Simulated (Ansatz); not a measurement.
# What KSrBr3 (built on the sites of a database entry of CsPbBr3) distorts into

Which phase does KSrBr3 (built on the sites of a database entry of CsPbBr3) fall into along its unstable mode, and how much energy does it gain?

Main program and level: Ansatz 0.2.0; DFT PBEsol, scalar-relativistic, plane waves, PseudoDojo norm-conserving pseudopotentials.

The structure was built from a prototype and need not be the compound's stable phase.

### Step 1. Starting point

Symmetry: Pm-3m, No. 221, cubic system. The conventional cell has a = 5.873 Å, b = 5.873 Å, c = 5.873 Å, α = 90.00°, β = 90.00°, γ = 90.00°. Nearest to K lie 12 Br at 4.15 Å. Sr has 6 Br at 2.94 Å nearest. Br has 2 Sr at 2.94 Å and 4 K at 4.15 Å nearest. Farther neighbours and most contacts between anions are not listed.

### Step 2. Phonons on a q mesh

The cell comes from relaxations at this level that are not shown. Stability and thermal properties need the whole zone. Linear response on a 2×2×2 q mesh gives force constants as far as a supercell of that size would, and the tensors from the zone-centre run are typed in so that the long-range dipole term is interpolated apart.

Contents of input.yaml:

```yaml
crystal:
  lattice:
    - [5.8733190708, 0.0, 0.0]
    - [0.0, 5.8733190708, 0.0]
    - [0.0, 0.0, 5.8733190708]
  atoms:
    - { symbol: K, position: [0.0, 0.0, 0.0] }
    - { symbol: Sr, position: [0.5, 0.5, 0.5] }
    - { symbol: Br, position: [0.0, 0.5, 0.5] }
    - { symbol: Br, position: [0.5, 0.0, 0.5] }
    - { symbol: Br, position: [0.5, 0.5, 0.0] }
kpoints:
  mp_grid: { grid: [4, 4, 4] }
hamiltonian:
  xc: pbesol
  pseudopotentials: { kind: nc, accuracy: standard }
scf:
  occupations: { method: fixed }
output:
  eigenvalues: true
phonons:
  method: dfpt
  qmesh: [2, 2, 2]
  temperatures: { t_max: 1000, t_step: 50 }
  qpath:
    path:
      - [[0.0, 0.0, 0.0], [0.0, 0.5, 0.0], [0.5, 0.5, 0.0], [0.0, 0.0, 0.0], [0.5, 0.5, 0.5], [0.0, 0.5, 0.0]]
      - [[0.5, 0.5, 0.5], [0.5, 0.5, 0.0]]
    npoints: 10
  non_analytic_term:
    high_frequency_dielectric_tensor: [[2.7386, 0.0, 0.0], [0.0, 2.7386, 0.0], [0.0, 0.0, 2.7386]]
    born_effective_charges:
      - { species: K, tensor: [[1.314, 0.0, 0.0], [0.0, 1.314, 0.0], [0.0, 0.0, 1.314]] }
      - { species: Sr, tensor: [[2.4104, 0.0, 0.0], [0.0, 2.4104, 0.0], [0.0, 0.0, 2.4104]] }
      - { species: Br, tensor: [[-2.0009, 0.0, 0.0], [0.0, -0.8617, 0.0], [0.0, 0.0, -0.8617]] }
      - { species: Br, tensor: [[-0.8617, 0.0, 0.0], [0.0, -2.0009, 0.0], [0.0, 0.0, -0.8617]] }
      - { species: Br, tensor: [[-0.8617, 0.0, 0.0], [0.0, -0.8617, 0.0], [0.0, 0.0, -2.0009]] }
    source: "zone-centre run at this cell"
```

Command:

```sh
$ ansatz run input.yaml --threads 8 --pin off --max-ram 14336MiB --backend cpu --events-out ev --progress --plain --runs-dir out
```

Numbers of over 12 decimals in the logs are rounded to 6 here.

The log of the run:

```text
Engine: ansatz 0.2.0, aarch64-unknown-linux-gnu
Pseudopotentials: kind: nc
Pseudopotential: K, nc, valence charge 9, recommended cutoff 1006.821291 eV (normal), K.nc.azcp (PseudoDojo's, or run here from an input of PseudoDojo's; its table is named by hamiltonian.pseudopotentials.accuracy)
Pseudopotential: Sr, nc, valence charge 10, recommended cutoff 925.187132 eV (normal), Sr.nc.azcp (PseudoDojo's, or run here from an input of PseudoDojo's; its table is named by hamiltonian.pseudopotentials.accuracy)
Pseudopotential: Br, nc, valence charge 7, recommended cutoff 625.861884 eV (normal), Br.nc.azcp (PseudoDojo's, or run here from an input of PseudoDojo's; its table is named by hamiltonian.pseudopotentials.accuracy)
Functional definition: PBEsol
  exchange = pbesol_x
  correlation = pbesol_c
Crystal: 5 atoms, lattice volume = 202.605 Å³
Basis set: ecut = 1006.821291 eV, 14771 PW (Γ), exchange–correlation on 128×128×128 points (8 copies of the dense FFT grid, shifted against one another)
Bands: 25, of which v1, the nominal top of the filled ones, is band 20 counted from 1 (19 counted from 0)
Symmetry: 48 space group operations
k-points: 10 of 64
Non-local potential: K, projectors of the file, l = 0: 2, l = 1: 2, l = 2: 2
Non-local potential: Sr, projectors of the file, l = 0: 2, l = 1: 2, l = 2: 2
Non-local potential: Br, projectors of the file, l = 0: 2, l = 1: 2, l = 2: 2
Initial density: superposition of atomic densities (chi_scale 0.1, normalization cell, long waves kept (reshape's long-wave potential 0.01 eV rms))
Initial wavefunctions: pseudopotential atomic-orbital guess
Functional: x = pbesol(κ = 0.804, μ = 0.123457), c = pbesol(β = 0.046)
SCF iter   1: F=—  HF=-3041.090512 eV  |F-HF|=—  |Δ(HF+E_count)|=         —  Δρ=3.26e-2  dr2=4.27e0  ethr=3.10e-3  ⟨swp⟩=8.8  Hψ=1418  notcnv=0  defer=26
preconditioner: auto → Resta (q_TF=auto, 2.082 Å⁻¹)  ε∞=4.5  [insulator: Δε(μ)=2.833 eV  Ē_g=5.879 eV  n_scr=26 (ndim 8)  ℏωp=11.1 eV  f_vac=0.004  ε∞_Penn≈4.5]
SCF iter   2: F=—  HF=-3039.622208 eV  |F-HF|=—  |Δ(HF+E_count)|=    1.47e0  Δρ=1.38e-2  dr2=9.67e-1  ethr=3.10e-3  ⟨swp⟩=5.1  Hψ=664  notcnv=0  defer=25
SCF iter   3: F=—  HF=-3039.227869 eV  |F-HF|=—  |Δ(HF+E_count)|=   3.94e-1  Δρ=4.15e-3  dr2=6.08e-2  ethr=2.42e-3  ⟨swp⟩=4.6  Hψ=564  notcnv=0  defer=26
SCF iter   4: F=—  HF=-3039.227981 eV  |F-HF|=—  |Δ(HF+E_count)|=   1.12e-4  Δρ=9.73e-4  dr2=3.09e-3  ethr=1.52e-4  ⟨swp⟩=4.2  Hψ=630  notcnv=0  defer=26
SCF iter   5: F=—  HF=-3039.229802 eV  |F-HF|=—  |Δ(HF+E_count)|=   1.82e-3  Δρ=2.91e-4  dr2=2.62e-4  ethr=7.73e-6  ⟨swp⟩=4.2  Hψ=484  notcnv=0  defer=26
SCF iter   6: F=—  HF=-3039.230406 eV  |F-HF|=—  |Δ(HF+E_count)|=   6.04e-4  Δρ=6.69e-5  dr2=2.30e-5  ethr=6.55e-7  ⟨swp⟩=3.2  Hψ=455  notcnv=0  defer=26
SCF iter   7: F=—  HF=-3039.230456 eV  |F-HF|=—  |Δ(HF+E_count)|=   4.91e-5  Δρ=2.06e-5  dr2=3.42e-6  ethr=5.75e-8  ⟨swp⟩=2.5  Hψ=430  notcnv=0  defer=24
SCF iter   8: F=—  HF=-3039.230655 eV  |F-HF|=—  |Δ(HF+E_count)|=   2.00e-4  Δρ=4.78e-6  dr2=4.92e-8  ethr=8.54e-9  ⟨swp⟩=2.1  Hψ=398  notcnv=0  defer=24
SCF iter   9: F=—  HF=-3039.230655 eV  |F-HF|=—  |Δ(HF+E_count)|=   6.81e-8  Δρ=8.40e-7  dr2=2.60e-9  ethr=1.23e-10  ⟨swp⟩=2.5  Hψ=434  notcnv=0  defer=24
SCF iter  10: F=—  HF=-3039.230655 eV  |F-HF|=—  |Δ(HF+E_count)|=   6.33e-9  Δρ=2.78e-7  dr2=2.04e-10  ethr=6.49e-12  ⟨swp⟩=2.4  Hψ=459  notcnv=0  defer=24
SCF iter  11: F=-3039.230655 eV  HF=-3039.230655 eV  |F-HF|=1.55e-11  |Δ(HF+E_count)|=  3.57e-10  Δρ=6.13e-8  dr2=8.07e-12  ethr=1.00e-12  ⟨swp⟩=25.3  Hψ=3086  notcnv=0
SCF 1 converged in 11 iterations: F = -3039.230655 eV  dr2 = 8.07e-12
NSCF: frozen V_eff on 10 k-points
NSCF: frozen V_eff on 27 k-points
DFPT response loops at q = (0, 0, 0) (fractional): preconditioner auto → none (the input reference at scf.mixing.eps_inf says where Resta's filter doesn't serve); β = 0.50; Broyden in place of MSR1
NSCF: frozen V_eff on 54 k-points
DFPT response loops at q = (0, 0, -0.5) (fractional): preconditioner auto → Resta (q_TF=auto, 2.082 Å⁻¹)  ε∞=4.0 (no band partly filled); β = 1.00, the filter's whole step (`scf.mixing.beta` (0.50) is not read by the response loops at its default; to damp them type it under 1.00, their step now; it binds the ground state too); Broyden in place of MSR1
NSCF: frozen V_eff on 54 k-points
DFPT response loops at q = (0, -0.5, -0.5) (fractional): mixed as the last ones told, above
NSCF: frozen V_eff on 54 k-points
DFPT response loops at q = (-0.5, -0.5, -0.5) (fractional): mixed as the last ones told, above
SCF converged after 11 iterations
Free energy (F): -3039.230655 eV
Harris-Foulkes:  -3039.230655 eV  (|F-HF|=1.55e-11)
Internal energy: -3039.230655 eV  (E = F + TS)
E sigma→0 (E₀):  -3039.230655 eV
Fermi energy:    1.121174 eV
--- Per-component energies (eV) ---
  E_band       = -336.361926
  E_kinetic    = 887.609912
  E_local      = -2361.169584  (includes V_loc(G=0)·N_el)
  E_nonlocal   = 437.712342
  E_hartree    = 664.007344
  E_xc         = -820.364312
  E_vxc        = -628.529295  (∫ρ·V_xc dr)
  E_ewald      = -1847.026357
  E_smearing   = -0.000000  (= −TS)
  E_closure    = -0.000000  (closes the sum)
  Σ components = -3039.230655   (vs F -3039.230655, Δ=0.00e0)
--- Band table (eV; the first three rows and the last of 10) ---
  k-point 0: bands = [... 16 lower, 0.6279, 0.8747, 0.8747, 0.8747, 4.8466, 6.2541, 6.2541, 6.2541, ... 1 higher]
  k-point 1: bands = [... 16 lower, 0.5059, 0.5683, 0.8178, 0.8178, 5.4208, 6.3425, 6.7862, 6.7862, ... 1 higher]
  k-point 2: bands = [... 16 lower, 0.3098, 0.5111, 0.7917, 0.7917, 6.4450, 6.5771, 6.5841, 7.5272, ... 1 higher]
  k-point 9: bands = [... 16 lower, -0.2892, 1.1212, 1.1212, 1.1212, 6.2177, 7.5090, 7.5090, 7.5090, ... 1 higher]
--- Phonons (Γ-DFPT): 4 representative perturbations + reference (Σ response iterations 10) ---
  ASR residual: 1.922e-4 → 0.000e0 eV/Å²; symmetrization residual: 1.505e-6 eV/Å²
  ASR residual per site (eV/Å²): 9.66e-5 1.92e-4 6.98e-5 6.98e-5 6.98e-5
  Γ frequencies (cm⁻¹): -55.50 -55.50 -55.50 -20.93 -20.93 -20.93 0.00 0.00 0.00 52.80 52.80 52.80 180.33 180.33 180.33
--- Phonons (arbitrary-q DFPT): 4 irreducible q on the 2×2×2 mesh ---
  q = [0.0000, 0.0000, 0.0000] (star 1, of the zone-centre solve; hermiticity 5.27e-7, symmetrization 1.96e-14): -55.50 -55.50 -55.50 -20.93 -20.93 -20.93 -0.00 0.00 0.00 52.80 52.80 52.80 180.33 180.33 180.33
  q = [0.0000, 0.0000, -0.5000] (star 3, 9 solved perturbations in 216 linear systems a pass and spin channel, the states on 27 of 64 k-point pairs; hermiticity 4.02e-7, symmetrization 1.39e-12, the responses' own estimated error 1.3e-4 eV/Å²): -50.75 -50.75 -20.57 -20.57 -14.16 30.44 30.44 40.99 45.20 45.20 48.27 148.67 163.07 180.26 180.26
  q = [0.0000, -0.5000, -0.5000] (star 3, 9 solved perturbations in 216 linear systems a pass and spin channel, the states on 27 of 64 k-point pairs; hermiticity 2.19e-7, symmetrization 2.85e-12, the responses' own estimated error 1.2e-4 eV/Å²): -51.72 -51.72 -42.08 -41.82 14.58 14.58 44.01 47.25 47.25 51.34 143.88 149.09 149.09 165.89 180.21
  q = [-0.5000, -0.5000, -0.5000] (star 1, 4 solved perturbations in 81 linear systems a pass and spin channel, the states on 27 of 64 k-point pairs; hermiticity 1.04e-7, symmetrization 4.31e-13, the responses' own estimated error 1.1e-4 eV/Å²): -54.27 -54.27 -54.27 -42.26 -42.26 -42.26 60.04 60.04 60.04 143.62 143.62 147.11 147.11 147.11 169.35
  sum rule: each row above includes the acoustic sum rule's correction from the zone centre's row sums; it moved no ω² by more than (0.82 cm⁻¹)²
  mesh force constants: q→R imaginary residual 3.65e-18; ASR residual 1.922e-4 → 0.000e0 eV/Å²; symmetrization residual 9.770e-15 eV/Å²
  interpolated dispersion: 63 rows × 15 modes
  density of states and harmonic sums: on the 12×12×12 q-mesh, interpolated from the force constants of a 2×2×2 supercell (with the dipole–dipole term of supplied tensors)
  largest difference from the sums on the solved wave vectors: F 6.51e-2 eV, S 7.20e-5 and C_V 1.37e-5 eV/K
  zero-point energy: 0.059451 eV/cell   skipped modes (ω ≤ 0): 449, of them read as no rigid motion or as one in doubt: 446 (5.329e0 modes/cell left out, lowest -55.50 cm⁻¹)   left out of the sums: 3.55e-1 of the cell's modes: C_V's classical limit lies that fraction below 3 k_B per atom; for a crystal, a wire or a layer, F and S can be off by more, and a phonons.interpolated_qmesh denser along its periods is the remedy for the sampling
```

Elapsed: 4.4 min, on 8 threads of Arm Neoverse N1, shared host; peak memory 2.6 GiB.

Numbers from this step:

```yaml
gap_on_the_k_mesh: 3.725 eV
volume_per_atom: 40.52 Å³
sum_rule_residual_before_enforcement: 1.92e-4 eV/Å²
lowest_frequency_on_the_path: -55.50 cm⁻¹
point_group: m-3m
highest_frequency_on_the_path_or_at_a_solved_wavevector: 208.9 cm⁻¹
highest_optical_mode_at_the_zone_centre_no_lo_to_term: 180.3 cm⁻¹
lowest_optical_zone_centre_mode: -55.5 cm⁻¹
lowest_mode_on_the_q_mesh_acoustic_modes_at_gamma_apart: -55.5 cm⁻¹
```

Frequencies (cm⁻¹) solved at each irreducible wavevector; negative means imaginary. Frequencies by wavevector, by row:

```csv
q in reciprocal lattice units,star,mode 1,mode 2,mode 3,mode 4,mode 13,mode 14,mode 15
0 0 0,1,-55.5,-55.5,-55.5,-20.9,180.3,180.3,180.3
0 0 -0.5,3,-50.8,-50.8,-20.6,-20.6,163.1,180.3,180.3
0 -0.5 -0.5,3,-51.7,-51.7,-42.1,-41.8,149.1,165.9,180.2
-0.5 -0.5 -0.5,1,-54.3,-54.3,-54.3,-42.3,147.1,147.1,169.3
```

Interpolated from a 2×2×2 q mesh, with the LO-TO term (at Γ the limit along the path; where Γ stands inside the path, tables give the limit on arrival). Phonon branches along the path, in cm⁻¹:

```csv
point,branch 1,branch 2,branch 3,branch 4,branch 12,branch 13,branch 14,branch 15
Γ,-56,-56,-21,-21,59,180,180,209
halfway,-53,-53,-19,-19,95,180,180,196
X,-51,-51,-21,-21,149,163,180,180
halfway,-52,-47,-38,-33,149,154,180,182
M,-52,-52,-42,-42,149,149,166,180
halfway,-52,-50,-30,-29,96,170,180,195
Γ,-56,-56,-21,-21,59,180,180,209
halfway,-52,-52,-32,-30,98,171,171,194
R,-54,-54,-54,-42,147,147,147,169
halfway,-52,-50,-44,-35,148,152,172,185
X,-51,-51,-21,-21,149,163,180,180
jump to R,-54,-54,-54,-42,147,147,147,169
halfway,-52,-52,-49,-42,148,148,159,180
M,-52,-52,-42,-42,149,149,166,180
```

Symmetry leaves 4 wavevectors to solve. The lowest mode among them, the acoustic zeros apart, lies at Γ and is imaginary, 55.5i cm⁻¹, so the energy falls along it.

### Step 3. The mode frozen in, largest atomic shift 0 Å

The mode followed lies at q = (-0.5, -0.5, -0.5) with frequency 54.3i cm⁻¹ and is 3-fold degenerate, one of the unstable modes though not the softest. At small amplitude the distorted cell has space group no. 166 by a symmetry search on the positions. The undistorted cell that holds it gives the zero of energy on the same k mesh.

System of this step: KSrBr3 (built on the sites of a database entry of CsPbBr3). The structure is cubic, space group Pm-3m (No. 221). Conventional cell: a = 5.873 Å, b = 5.873 Å, c = 5.873 Å, α = 90.00°, β = 90.00°, γ = 90.00°. K has 12 Br at 4.15 Å nearest. Nearest to Sr lie 6 Br at 2.94 Å. Nearest to Br lie 2 Sr at 2.94 Å and 4 K at 4.15 Å. Farther neighbours and most contacts between anions are not listed.

Contents of input.yaml:

```yaml
crystal:
  lattice:
    - [5.8733190708, 5.8733190708, 0.0]
    - [5.8733190708, 0.0, 5.8733190708]
    - [5.8733190708, 0.0, -5.8733190708]
  atoms:
    - { symbol: K, position: [0.0, 0.0, 0.0] }
    - { symbol: K, position: [0.0, 0.5, 0.5] }
    - { symbol: Sr, position: [0.5, 0.25, 0.75] }
    - { symbol: Sr, position: [0.5, 0.75, 0.25] }
    - { symbol: Br, position: [0.5, 0.0, 0.5] }
    - { symbol: Br, position: [0.5, 0.5, 0.0] }
    - { symbol: Br, position: [0.0, 0.5, 0.0] }
    - { symbol: Br, position: [0.0, 0.0, 0.5] }
    - { symbol: Br, position: [0.5, 0.0, 0.0] }
    - { symbol: Br, position: [0.5, 0.5, 0.5] }
kpoints:
  mp_grid: { grid: [4, 4, 4] }
hamiltonian:
  xc: pbesol
  pseudopotentials: { kind: nc, accuracy: standard }
scf:
  occupations: { method: gaussian, width: 0.02 }
output:
  forces: true
  stress: true
  eigenvalues: true
```

The log of the run:

```text
[...]
Crystal: 10 atoms, lattice volume = 405.211 Å³
Basis set: ecut = 1006.821291 eV, 29603 PW (Γ), exchange–correlation on 180×180×180 points (8 copies of the dense FFT grid, shifted against one another)
Bands: 50, of which v1, the nominal top of the filled ones, is band 40 counted from 1 (39 counted from 0)
Symmetry: 96 space group operations
[...]
k-points: 8 of 64
[...]
k-point 0: bands = [... 36 lower, 0.8745, 1.1210, 1.1210, 1.1210, 4.8465, 6.2175, 6.2542, 6.2542, ... 4 higher]
  k-point 1: bands = [... 36 lower, 0.7876, 0.9939, 0.9939, 1.0415, 5.2898, 6.4640, 6.5339, 6.5592, ... 4 higher]
  k-point 2: bands = [... 36 lower, 0.7912, 0.7912, 0.8608, 0.8608, 6.1581, 6.1581, 7.0717, 7.0717, ... 4 higher]
  k-point 7: bands = [... 36 lower, 0.6151, 0.6151, 0.8999, 0.8999, 6.8134, 6.8134, 6.9638, 6.9638, ... 4 higher]
[key lines of the parts left out:]
SCF converged after 9 iterations
Free energy (F): -6078.462676 eV
Fermi energy:    2.983794 eV
P = ⅓ Tr σ = 0.0031 GPa (0.031 kbar)
```

Elapsed: 13 s, on 8 threads; peak memory 3.1 GiB; 86 s of CPU time.

This step gave:

```
pressure                         : 0.003067 GPa
gap on the k-mesh                : 3.726 eV
energy from the undistorted cell : 0 meV/atom
```

At this level the gap is 3.73 eV on the k-mesh of the self-consistent run, which can miss the band edges.

### Step 4. The mode frozen in, largest atomic shift 0.6 Å

The atoms are moved along the unstable eigenvector, the largest shift by 0.6 Å, with the cell fixed.

input.yaml, the sections that differ from step 3:

```yaml
crystal:
  lattice:
    - [5.8733190708, 5.8733190708, 0.0]
    - [5.8733190708, 0.0, 5.8733190708]
    - [5.8733190708, 0.0, -5.8733190708]
  atoms:
    - { symbol: K, position: [-0.0589803069, 0.0294901535, 0.0884704604] }
    - { symbol: K, position: [0.0589803069, 0.4705098465, 0.4115295396] }
    - { symbol: Sr, position: [0.5, 0.25, 0.75] }
    - { symbol: Sr, position: [0.5, 0.75, 0.25] }
    - { symbol: Br, position: [0.5147568825, 0.0, 0.4852431175] }
    - { symbol: Br, position: [0.4852431175, 0.5, 0.0147568825] }
    - { symbol: Br, position: [0.0, 0.5, 0.0147568825] }
    - { symbol: Br, position: [0.0, 0.0, 0.4852431175] }
    - { symbol: Br, position: [0.4852431175, 0.0147568825, 0.0147568825] }
    - { symbol: Br, position: [0.5147568825, 0.4852431175, 0.4852431175] }
# kpoints, hamiltonian, scf, output: as in step 3
```

The log of the run:

```text
[...]
Crystal: 10 atoms, lattice volume = 405.211 Å³
Basis set: ecut = 1006.821291 eV, 29603 PW (Γ), exchange–correlation on 180×180×180 points (8 copies of the dense FFT grid, shifted against one another)
Bands: 50, of which v1, the nominal top of the filled ones, is band 40 counted from 1 (39 counted from 0)
Symmetry: 12 space group operations
[...]
k-points: 13 of 64
[...]
k-point 0: bands = [... 36 lower, 0.8310, 1.0263, 1.0263, 1.0960, 4.9502, 6.2009, 6.2556, 6.2556, ... 2 higher]
  k-point 1: bands = [... 36 lower, 0.7308, 0.9113, 0.9113, 1.0226, 5.3874, 6.4202, 6.5388, 6.5388, ... 2 higher]
  k-point 2: bands = [... 36 lower, 0.7247, 0.7247, 0.7418, 0.9077, 6.2077, 6.2779, 6.9747, 7.0471, ... 2 higher]
  k-point 12: bands = [... 36 lower, 0.5461, 0.5873, 0.8454, 0.8583, 6.7873, 6.8569, 6.9248, 6.9725, ... 2 higher]
[key lines of the parts left out:]
SCF converged after 9 iterations
Free energy (F): -6078.610732 eV
Fermi energy:    3.023086 eV
P = ⅓ Tr σ = 0.2129 GPa (2.129 kbar)
```

The job ended after 19 s (8 threads; peak memory 3.5 GiB).

This step gave:

- pressure: 0.2129 GPa
- gap on the k-mesh: 3.854 eV
- energy from the undistorted cell: -14.81 meV/atom

The energy, extrapolated to zero smearing, is -14.81 meV/atom against the undistorted cell.

The run ends at a pressure of 0.21 GPa, with forces up to 0.13 eV/Å.

### Step 5. Energy along the mode, all amplitudes (two of the runs are shown above)

An imaginary frequency means negative curvature, so the energy should fall and then rise again as anharmonic terms take over.

This step gave:

```
depth at the lowest point sampled  : 14.81 meV/atom
largest atomic shift at that point : 0.6 Å
```

Table of energy from the parent by largest atomic shift:

```csv
largest atomic shift (Å),energy from the parent (meV/atom)
0.000,0
0.040,-0.085
0.080,-0.339
0.140,-1.03
0.220,-2.50
0.320,-5.12
0.450,-9.45
0.600,-14.8
```

Displacement at unit largest shift by atom:

```csv
atom,x (Å),y (Å),z (Å),size
K1,0.577,-0.577,-0.577,0.999
K2,-0.577,0.577,0.577,0.999
Sr3,0.000,0.000,0.000,0.000
Sr4,0.000,0.000,0.000,0.000
Br5,0.000,0.144,0.144,0.204
Br6,0.000,-0.144,-0.144,0.204
Br7,0.144,0.000,-0.144,0.204
Br8,-0.144,0.000,0.144,0.204
Br9,0.144,-0.144,0.000,0.204
Br10,-0.144,0.144,0.000,0.204
```

The lowest of the steps tried is the last one, at 0.6 Å, 14.8 meV/atom below the parent; the bottom of the well need not coincide with a step.

[end of part 1 of 2]

[Logs are printed without paths, hosts, clocks, repeated set-up lines and the standing remarks that a program may print on its own settings, such as how far it seeks lower states.]

[Hosts, paths, dates, database ids (printed as entryN), source tags and the programs' standing remarks are cut or masked in the printed files.]
